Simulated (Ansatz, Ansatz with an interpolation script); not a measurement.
Rows from a G0W0 calculation on Na2MoO4 (Fd-3m) (Ansatz 0.2.0; G0W0 on LDA, plane waves, PAW; PAW set soft_1; 4×4×4 mesh, 788 empty bands, screening to 150 eV, PAW set soft_1 files), in eV. Spin-orbit coupling is left out.

```tsv
row	Σx	Σc	Vxc	Z
A	-25.36	4.09	-20.35	0.74
B	-16.50	-3.83	-22.23	0.78
C	-15.66	-4.17	-21.70	0.79
D	-16.16	-4.17	-22.23	0.78
E	-25.35	4.06	-20.37	0.75
F	-15.83	-4.20	-21.91	0.79
```

**Question.** Which rows are filled states and which are empty ones, and how can one tell?

Filled: A and E. Empty: B, C, D and F. The sign of Σc tells: for a filled state bare exchange, which holds its interaction with itself, lies below Vxc (Σx − Vxc is -5.0 eV or lower here) and screening gives part back as a positive Σc. For an empty state Σx lies above Vxc (+5.7 eV or more) and the Coulomb hole leaves Σc negative.

[Paths, hosts, dates, memory and timing lines, banners, echoed tables and standing remarks are left out of the program output.]

[Logs are printed without paths, hosts, clocks, repeated set-up lines and the standing remarks that a program may print on its own settings, such as how far it seeks lower states.]

[Runs of the session that timed out or met a known fault of the program may be left out.]

[Hosts, paths, dates, database ids (printed as entryN), source tags and the programs' standing remarks are cut or masked in the printed files.]
